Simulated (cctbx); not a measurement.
# What is wrong with this refinement?

Cell a = 7.4610 Å, b = 7.4610 Å, c = 3.8250 Å, α = 90.00°, β = 90.00°, γ = 90.00°; space group P4/mbm (no. 127).

The data are simulated with cctbx, not measured: synchrotron X-rays, λ = 0.4959 Å, to d = 0.8 Å, 50 % of the full sphere, strongest reflection 5000 counts, noise from counting, a 6 % proportional error and a noise floor of 15 counts (s.d.); no absorption.

An anisotropic refinement with weights 1/σ² prints:

```text
Rint 0.070, 139 unique reflections to 0.80 A
cycle     R1     wR2    GooF  max shift (A)
   1  0.4112  0.7133  14.581   0.03137
   2  0.3863  0.6716  13.729   0.00035
final R1 0.3863 wR2 0.6716 GooF 13.728  parameters 6  data/parameter 23.2
atom        x        y        z      Ueq    occ   su(xyz)  su(Uiso or U11)
W1     0.00000  0.00000  0.00000  -0.0092  1.000  0.00000  0.0078  NPD
W2     0.17581  0.67581  0.50000  -0.0102  1.000  0.00153  0.0058  NPD
difference map: max 183.57 min -58.70 rms 14.73
Q1    0.1233  0.3767  0.0000    4  183.85  2.86 A from W2
Q2    0.0000  0.0000  0.0000    2  121.08  0.00 A from W1
Q3    0.1702  0.6702  0.5000    4   91.62  0.06 A from W2
Q4    0.1133  0.3867  0.5000    4   53.00  2.21 A from W2
Q5    0.2324  0.2676  0.5000    4   28.62  0.97 A from W2
Q6    0.0464  0.8320  0.5000    8   26.59  1.51 A from W2
```

**Question.** Can this result stand? If not, what is the likely fault?

Mend it. The fault: an atom left out, In at (0.3782, 0.8782, 0). Against the right model at the same level, R1 goes from 0.0227 to 0.3863 and GooF from 0.95 to 13.73, the top difference peak, 183.8 e/Å³, lies 2.86 Å from W2 and W1 and W2 go non-positive-definite. Q1 is the missing atom. With scattering power missing, scale and phases suffer, so peaks may also grow on the heavy atoms.

The compound is In2W3. The right model at the same level gives:

```text
Rint 0.070, 139 unique reflections to 0.80 A
cycle     R1     wR2    GooF  max shift (A)
   1  0.0252  0.0512   1.063   0.00012
   2  0.0227  0.0456   0.947   0.00000
final R1 0.0227 wR2 0.0456 GooF 0.947  parameters 10  data/parameter 13.9
atom        x        y        z      Ueq    occ   su(xyz)  su(Uiso or U11)
W1     0.00000  0.00000  0.00000   0.0033  1.000  0.00000  0.0004
W2     0.17288  0.67288  0.50000   0.0047  1.000  0.00008  0.0003
In1    0.37830  0.87830  0.00000   0.0034  1.000  0.00015  0.0005
difference map: max 2.21 min -2.66 rms 0.77
Q1    0.0000  0.0000  0.5000    2    2.22  1.91 A from W1
Q2    0.0000  0.5000  0.3576    4    2.12  1.88 A from In1
Q3    0.0695  0.7199  0.5000    8    1.98  0.85 A from W2
Q4    0.1547  0.2441  0.2638   16    1.96  1.44 A from In1
Q5    0.1053  0.7032  0.0000    8    1.92  1.80 A from In1
Q6    0.0087  0.3837  0.3504   16    1.91  1.53 A from W2
```

This is a model crystal, built by substitution and not relaxed, with assumed displacement parameters.

[Middle refinement cycles are left out of these outputs.]

[Logs are printed without paths, hosts, clocks, repeated set-up lines and the standing remarks that a program may print on its own settings, such as how far it seeks lower states.]
